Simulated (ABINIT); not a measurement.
# Quasiparticle gap of LaAlH6 (R-3m) in ABINIT, part 2 of 2

Wanted: ground state, empty states, screening and self-energy for LaAlH6 (R-3m).

ABINIT 10.8.3; PBEsol and many-body steps on it, plane waves. Known limits of the many-body steps: not at the basis limit; no spin-orbit coupling; coarse k mesh.

So far. Step 2 (Ground state): The gap is indirect, with the least direct gap 0.61 eV higher. Step 3 (Empty states on the mesh, 2×2×2 mesh, 45 bands): On this mesh the gap is 2.302 eV.

**4. Screening, 2×2×2 mesh, 41 bands, screening to 87.1 eV**

The RPA dielectric matrix is built and inverted for each q.

This step: RPA screening on PBEsol, plane waves, norm-conserving pseudopotentials.

run.abi

```
acell 3*1.0 Angstrom
rprim 
  3.258000458606 1.881007441796 2.097130288200
  -3.258000458606 1.881007441796 2.097130288200
  -0.000000000000 -3.762014883593 2.097130288200
ntypat 3
znucl 57 13 1
natom 8
typat 1 2 3 3 3 3 3 3
xred 
  0.500000000000 0.500000000000 0.500000000000
  0.000000000000 0.000000000000 0.000000000000
  0.939950120000 0.291822870000 0.291822870000
  0.291822870000 0.939950120000 0.291822870000
  0.291822870000 0.291822870000 0.939950120000
  0.060049880000 0.708177130000 0.708177130000
  0.708177130000 0.060049880000 0.708177130000
  0.708177130000 0.708177130000 0.060049880000
pp_dirpath "pseudos"
pseudos "La.upf, Al.upf, H.upf"
ecut 50
ngkpt 2 2 2
nshiftk 1
shiftk 0 0 0
kptopt 1
chksymbreak 0
istwfk *1
occopt 1
irdwfk 1
optdriver 3
nband 41
ecuteps 3.2
inclvkb 2
awtr 1
symchi 1
indata_prefix "in"
outdata_prefix "out"
tmpdata_prefix "tmp"
```

Command:

```sh
$ OMP_NUM_THREADS=1 mpirun -n 4 abinit run.abi > log
```

Numbers of over 12 decimals in the logs are rounded to 6 here.

What it wrote:

```text
.Version 10.8.3 of ABINIT. v10.8.2 released Aug 2026.

 Symmetries : space group R-3 m (#166); Bravais hR (rhombohedral)
[... echo of the input left out ...]
== DATASET  1 ==================================================================
-   mpi_nproc: 4, omp_nthreads: 1 (-1 if OMP is not activated)

--- !DatasetInfo
iteration_state: {dtset: 1, }
dimensions: {natom: 8, nkpt: 4, mband: 41, nsppol: 1, nspinor: 1, nspden: 1, mpw: 8790, }
cutoff_energies: {ecut:  50.0, pawecutdg:  -1.0, }
electrons: {nelect:   2.00000000E+01, charge:   0.00000000E+00, occopt:   1.00000000E+00, tsmear:   1.00000000E-02, }

 SCREENING: Calculation of the susceptibility and dielectric matrices

 Based on a program developped by R.W. Godby, V. Olevano, G. Onida, and L. Reining.
 Incorporated in ABINIT by V. Olevano, G.-M. Rignanese, and M. Torrent.
.Using double precision arithmetic ; gwpc =  8

[... cell and pseudopotentials left out ...]
--------------------------------------------------------------------------------

 ==== K-mesh for the wavefunctions ====
 Number of points in the irreducible wedge :     4
[... list of points left out ...]
 Together with 12 symmetry operations and time-reversal symmetry
 yields     8 points in the full Brillouin Zone.

 ==== Q-mesh for the screening function ====
 Number of points in the irreducible wedge :     4
[... list of points left out ...]
 Together with 12 symmetry operations and time-reversal symmetry
 yields     8 points in the full Brillouin Zone.

 setmesh: FFT mesh size selected  =    32x   32x   32
          total number of points  =        32768

 vcoul_init : cutoff-mode = AUXILIARY_FUNCTION
 q-points for optical limit:   1
     1)      0.000010    0.000020    0.000030

- screening: taking advantage of time-reversal symmetry
- Maximum band index for partially occupied states nbvw = 10
- Remaining bands to be divided among processors   nbcw = 31
- Number of bands treated by each node ~7

 Number of electrons calculated from density =   20.0000; Expected =   20.0000
 average of density, n =  0.038434
 r_s =    1.8382
 omega_plasma =   18.9109 [eV]

 calculating chi0 at frequencies [eV] :
  1    0.000000E+00    0.000000E+00
  2    0.000000E+00    1.891094E+01

--------------------------------------------------------------------------------
  q-point number  1        q = ( 0.000000, 0.000000, 0.000000) [r.l.u.]
--------------------------------------------------------------------------------
[... chi0 elements left out ...]
 For q-point:  0.000010 0.000020 0.000030
  dielectric constant =   8.0810
  dielectric constant without local fields =   8.9847

  Average fulfillment of the sum rule on Im[epsilon] for q-point    1 :     47.95  [%]
[... wings left out ...]
  q-point number  2        q = ( 0.500000, 0.000000, 0.000000) [r.l.u.]
--------------------------------------------------------------------------------
[... chi0 elements left out ...]
  Average fulfillment of the sum rule on Im[epsilon] for q-point    2 :     66.40  [%]

 [... 2 further q-points ...]
```

It took 5.1 s on 4 MPI ranks of Arm Neoverse V2, shared host; peak memory 0.98 GiB; 20 s of CPU time.

Numbers from this step:

```yaml
eps_infinity_with_local_fields_on_this_mesh_along_the_program_s_q_direction: 8.081
the_same_without_local_fields: 8.985
plasma_frequency: 18.91 eV
plane_waves_in_the_screening_matrix: 135
```

Local fields lower ε∞ by 10 %. On a Γ-centred mesh this coarse the value itself is usually too large, while a short band sum pulls it down.

**5. Self-energy, 2×2×2 mesh, 41 bands, screening to 87.1 eV**

The self-energy is evaluated for the states that the input lists, and the levels follow from it, in one-shot runs by the linearised quasiparticle equation.

This step: G0W0 on PBEsol, plane waves, norm-conserving pseudopotentials.

Changes to run.abi since step 4:

```diff
@@ -29,8 +29,19 @@
 irdwfk 1
-optdriver 3
+optdriver 4
 nband 41
+gwcalctyp 0
+ecutsigx 50
+symsigma 1
+nkptgw 3
+kptgw 
+  0.5000000000 0.0000000000 0.0000000000
+  0.0000000000 0.0000000000 0.0000000000
+  0.5000000000 0.5000000000 0.0000000000
+bdgw 
+  9 12
+  8 12
+  9 12
 ecuteps 3.2
-inclvkb 2
-awtr 1
-symchi 1
+irdscr 1
+ppmodel 1
 indata_prefix "in"
```

What it wrote:

```text
.Version 10.8.3 of ABINIT. v10.8.2 released Aug 2026.

 Symmetries : space group R-3 m (#166); Bravais hR (rhombohedral)
[... echo of the input left out ...]
== DATASET  1 ==================================================================
-   mpi_nproc: 4, omp_nthreads: 1 (-1 if OMP is not activated)

--- !DatasetInfo
iteration_state: {dtset: 1, }
dimensions: {natom: 8, nkpt: 4, mband: 41, nsppol: 1, nspinor: 1, nspden: 1, mpw: 8790, }
cutoff_energies: {ecut:  50.0, pawecutdg:  -1.0, }
electrons: {nelect:   2.00000000E+01, charge:   0.00000000E+00, occopt:   1.00000000E+00, tsmear:   1.00000000E-02, }

 SIGMA: Calculation of the GW corrections

 Based on a program developped by R.W. Godby, V. Olevano, G. Onida, and L. Reining.
 Incorporated in ABINIT by V. Olevano, G.-M. Rignanese, and M. Torrent.
.Using double precision arithmetic ; gwpc =  8

[... cell and pseudopotentials left out ...]
--------------------------------------------------------------------------------

 ==== K-mesh for the wavefunctions ====
 Number of points in the irreducible wedge :     4
[... list of points left out ...]
 Together with 12 symmetry operations and time-reversal symmetry
 yields     8 points in the full Brillouin Zone.

 ==== Q-mesh for screening function ====
 Number of points in the irreducible wedge :     4
[... list of points left out ...]
 Together with 12 symmetry operations and time-reversal symmetry
 yields     8 points in the full Brillouin Zone.

 vcoul_init : cutoff-mode = AUXILIARY_FUNCTION
 q-points for optical limit:   1
     1)      0.000010    0.000020    0.000030
 setmesh: FFT mesh size selected  =    54x   54x   54
          total number of points  =       157464

 Number of electrons calculated from density =   20.0000; Expected =   20.0000
 average of density, n =  0.038434
 r_s =    1.8382
 omega_plasma =   18.9109 [eV]

 === KS Band Gaps ===
  >>>> For spin  1
   Minimum direct gap =   3.0388 [eV], located at k-point      :   0.5000  0.5000  0.0000
   Fundamental gap    =   2.3022 [eV], Top of valence bands at :   0.5000  0.0000  0.0000
                                       Bottom of conduction at :   0.0000  0.0000  0.0000
 SIGMA fundamental parameters:
 PLASMON POLE MODEL  1
 number of plane-waves for SigmaX                 8773
 number of plane-waves for SigmaC and W            135
 number of plane-waves for wavefunctions          8773
 number of bands                                    41
 number of independent spin polarizations            1
 number of spinorial components                      1
 number of k-points in IBZ                           4
 number of q-points in IBZ                           4
 number of symmetry operations                      12
 number of k-points in BZ                            8
 number of q-points in BZ                            8
 number of frequencies for dSigma/dE                 9
 frequency step for dSigma/dE [eV]                0.25
 number of omega for Sigma on real axis              0
 max omega for Sigma on real axis  [eV]           0.00
 zcut for avoiding poles [eV]                     0.10

 EPSILON^-1 parameters (SCR file):
 dimension of the eps^-1 matrix on file            135
 dimension of the eps^-1 matrix used               135
 number of plane-waves for wavefunctions          8773
 number of bands                                    41
 number of q-points in IBZ                           4
 number of frequencies                               2
 number of real frequencies                          1
 number of imag frequencies                          1

 matrix elements of self-energy operator (all in [eV])

 Perturbative Calculation

--- !SelfEnergy_ee
iteration_state: {dtset: 1, }
kpoint     : [   0.500,    0.000,    0.000, ]
spin       : 1
KS_gap     :    3.078
QP_gap     :    3.990
Delta_QP_KS:    0.912
data: !SigmaeeData |
     Band     E0 <VxcDFT>   SigX SigC(E0)      Z dSigC/dE  Sig(E)    E-E0       E
        9   3.401 -12.049 -14.573   2.711   0.783  -0.277 -11.903   0.147   3.547
       10   3.747 -12.221 -14.608   2.625   0.785  -0.274 -12.034   0.187   3.934
       11   6.825 -10.138  -5.192  -3.584   0.807  -0.239  -9.039   1.099   7.924
       12   6.965 -14.189  -3.458  -6.331   0.743  -0.347 -10.922   3.267  10.232

--- !SelfEnergy_ee
iteration_state: {dtset: 1, }
kpoint     : [   0.000,    0.000,    0.000, ]
spin       : 1
KS_gap     :    3.975
QP_gap     :    5.365
Delta_QP_KS:    1.390
data: !SigmaeeData |
     Band     E0 <VxcDFT>   SigX SigC(E0)      Z dSigC/dE  Sig(E)    E-E0       E
        8   1.966 -11.363 -14.785   3.193   0.775  -0.291 -11.541  -0.177   1.789
        9   1.966 -11.363 -14.785   3.193   0.775  -0.291 -11.541  -0.177   1.789
       10   2.074 -12.030 -15.545   3.326   0.777  -0.287 -12.177  -0.148   1.927
       11   6.049 -10.548  -5.698  -3.316   0.810  -0.235  -9.306   1.242   7.291
       12   7.217 -15.496  -3.346  -7.048   0.724  -0.382 -11.804   3.692  10.909

--- !SelfEnergy_ee
iteration_state: {dtset: 1, }
kpoint     : [   0.500,    0.500,    0.000, ]
spin       : 1
KS_gap     :    3.039
QP_gap     :    4.218
Delta_QP_KS:    1.180
data: !SigmaeeData |
     Band     E0 <VxcDFT>   SigX SigC(E0)      Z dSigC/dE  Sig(E)    E-E0       E
        9   2.420 -11.608 -14.779   3.041   0.777  -0.287 -11.709  -0.101   2.319
       10   3.090 -11.471 -14.221   2.665   0.785  -0.273 -11.538  -0.067   3.023
       11   6.128 -10.055  -5.191  -3.492   0.811  -0.233  -8.942   1.112   7.241
       12   7.011 -14.961  -3.604  -6.586   0.735  -0.361 -11.455   3.506  10.517

== END DATASET(S) ==============================================================
================================================================================

 -outvars: echo values of variables after computation  --------
           etotal      0.0000000000E+00
            nband          41
             nkpt           4
          spgroup         166
 [... the other variables as echoed above ...]

 Calculation completed.
```

Run time: 3.9 s. Hardware: 4 MPI ranks; peak memory 0.69 GiB; 15 s of CPU time.

This step gave:

```yaml
g0w0_gap_on_the_points_computed: 3.307 eV
starting_gap_on_the_mesh: 2.302 eV
k_of_the_valence_top: 0.5, 0, 0
k_of_the_conduction_bottom: 0.5, 0.5, 0
z_at_the_valence_top: 0.785
z_at_the_conduction_bottom: 0.811
least_direct_g0w0_gap_on_the_computed_points: 3.99 eV
```

The gap on the mesh goes from 2.30 eV to 3.31 eV, a correction of +1.00 eV.

Limits: finite bands, cutoff and mesh; no spin-orbit coupling; coarse k mesh. v1 is the top filled band, c1 the lowest empty one. Levels before and after the correction, in eV, zero at the valence-band top of each column:

```tsv
	conduction bottom	valence top
Kohn-Sham	2.30	0.00
G0W0	3.31	0.00
```

```tsv
	level	energy (eV)
Kohn-Sham	(0.5 0 0) v2	-0.346
Kohn-Sham	(0.5 0 0) v1	0.000
Kohn-Sham	(0.5 0 0) c1	3.078
Kohn-Sham	(0.5 0 0) c2	3.218
Kohn-Sham	(0.5 0.5 0) v2	-1.327
Kohn-Sham	(0.5 0.5 0) v1	-0.657
Kohn-Sham	(0.5 0.5 0) c1	2.381
Kohn-Sham	(0.5 0.5 0) c2	3.264
G0W0	(0.5 0 0) v2	-0.387
G0W0	(0.5 0 0) v1	0.000
G0W0	(0.5 0 0) c1	3.990
G0W0	(0.5 0 0) c2	6.298
G0W0	(0.5 0.5 0) v2	-1.615
G0W0	(0.5 0.5 0) v1	-0.911
G0W0	(0.5 0.5 0) c1	3.307
G0W0	(0.5 0.5 0) c2	6.583
```

**6. Where the time went**

Times are wall times on 4 MPI ranks of Arm Neoverse V2, shared host, good to a factor of about two.

```tsv
step	time	share	memory (GiB)
ground state	99 s	83 %	0.47
empty states on the mesh	12 s	10 %	0.35
screening	5.1 s	4 %	0.98
self-energy	3.9 s	3 %	0.69
```

**7. Results**

```yaml
pbesol_gap: 2.30 eV, indirect
g0w0_gap_on_the_mesh: 3.31 eV
gw_settings: 2×2×2 mesh, 41 bands, screening to 87.1 eV, Godby-Needs plasmon pole
known_limits: not at the basis limit; no spin-orbit coupling; coarse k mesh
```

In words: G0W0 moves the gap on the mesh from 2.30 eV to 3.31 eV (+1.00 eV), with Z of 0.79 and 0.81 at the edges. Local fields lower the RPA ε∞ on this mesh from 8.98 to 8.08; a Γ-centred mesh this coarse tends to raise both, most where the direct gap is narrow, while a short band sum lowers them. Only 3 of the mesh's irreducible points were corrected, so a valley elsewhere could overtake. The dearest step here is «ground state». Bands and cutoff are finite, so the gap is not at the basis limit. The miss can reach some tenths of an eV and take either sign; the mesh is an error of its own. In the G0W0 run levels were corrected at 3 k points alone, so a gap called «on the mesh» is the least over those, and an edge elsewhere would be missed. The 2×2×2 mesh is coarse for this cell, which bears on the long-range parts of exchange and screening. The many-body steps are scalar-relativistic: spin-orbit coupling is not in them.

[Paths, hosts, dates, memory and timing lines, banners, echoed tables and standing remarks are left out of the program output.]

[Logs are printed without paths, hosts, clocks, repeated set-up lines and the standing remarks that a program may print on its own settings, such as how far it seeks lower states.]

[Runs of the session that timed out or met a known fault of the program may be left out.]

[Hosts, paths, dates, database ids (printed as entryN), source tags and the programs' standing remarks are cut or masked in the printed files.]

[G0W0 gaps are taken among the corrected bands and points alone; a level outside them can change the order at an edge.]

[Where Ansatz stands beside ABINIT at settings called matched, ABINIT's density can come from a denser mesh and the files from another edition; pairs whose starting gaps differed by over 0.03 eV were left out, so agreement reads better than it is.]
